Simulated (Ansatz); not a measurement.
**Polymorphs of AlN told apart by optics**

Method, alike for all: Ansatz, LDA, independent particles, without spin-orbit coupling, line width 0.1 eV (Gaussian).

Structure 1:

The structure is cubic, space group F-43m (No. 216). Conventional cell: a = 4.368 Å, b = 4.368 Å, c = 4.368 Å, α = 90.00°, β = 90.00°, γ = 90.00°. Around Al on site a lie 4 N at 1.89 Å. N on site d has 4 Al at 1.89 Å as nearest neighbours.

Structure 2:

Symmetry: P6_3mc, No. 186, hexagonal system. The conventional cell has a = 3.113 Å, b = 3.113 Å, c = 4.981 Å, α = 90.00°, β = 90.00°, γ = 120.00°. Around Al on site b lie 4 N at 1.89 Å. Around N on site b lie 4 Al at 1.89 Å.

Spectrum A:

E (eV), Im ε and a bar:
```
     0.00       0.00 
     0.25       0.00 
     0.50       0.00 
     0.75       0.00 
     1.00       0.00 
     1.25       0.00 
     1.50       0.00 
     1.75       0.00 
     2.00       0.00 
     2.25       0.00 
     2.50       0.00 
     2.75       0.00 
     3.00       0.00 
     3.25       0.00 
     3.50       0.00 
     3.75       0.00 
     4.00       0.00 
     4.25       0.00 
     4.50       0.31 #
     4.75       0.63 ##
     5.00       0.80 ##
     5.25       0.93 ###
     5.50       1.05 ###
     5.75       1.20 ####
     6.00       2.71 ########
     6.25       3.69 ###########
     6.50       5.08 ###############
     6.75       5.79 #################
     7.00       7.97 ########################
     7.25       8.00 ########################
     7.50       9.37 ############################
     7.75      10.11 ##############################
     8.00       9.28 ############################
```

Spectrum B:

E (eV), Im ε and a bar:
```
     0.00       0.00 
     0.50       0.00 
     1.00       0.00 
     1.50       0.00 
     2.00       0.00 
     2.50       0.00 
     3.00       0.00 
     3.50       0.00 
     4.00       0.00 
     4.50       0.56 ##
     5.00       1.12 ####
     5.50       3.10 ##########
     6.00       4.31 ###############
     6.50       5.65 ###################
     7.00       8.05 ###########################
     7.50       7.93 ###########################
     8.00       8.90 ##############################
```

Task: Match each spectrum to its structure.

Result: B is structure 1 (F-43m, 10.4 Å³ an atom): least direct gap 4.23 eV, ε∞ = 4.79 along the first axis, strongest peak along the first axis at 7.93 eV. A is structure 2 (P6_3mc, 10.5 Å³ an atom): least direct gap 4.24 eV, ε∞ = 4.67 along the first axis, strongest peak along the first axis at 7.83 eV.

[Logs are printed without paths, hosts, clocks, repeated set-up lines and the standing remarks that a program may print on its own settings, such as how far it seeks lower states.]
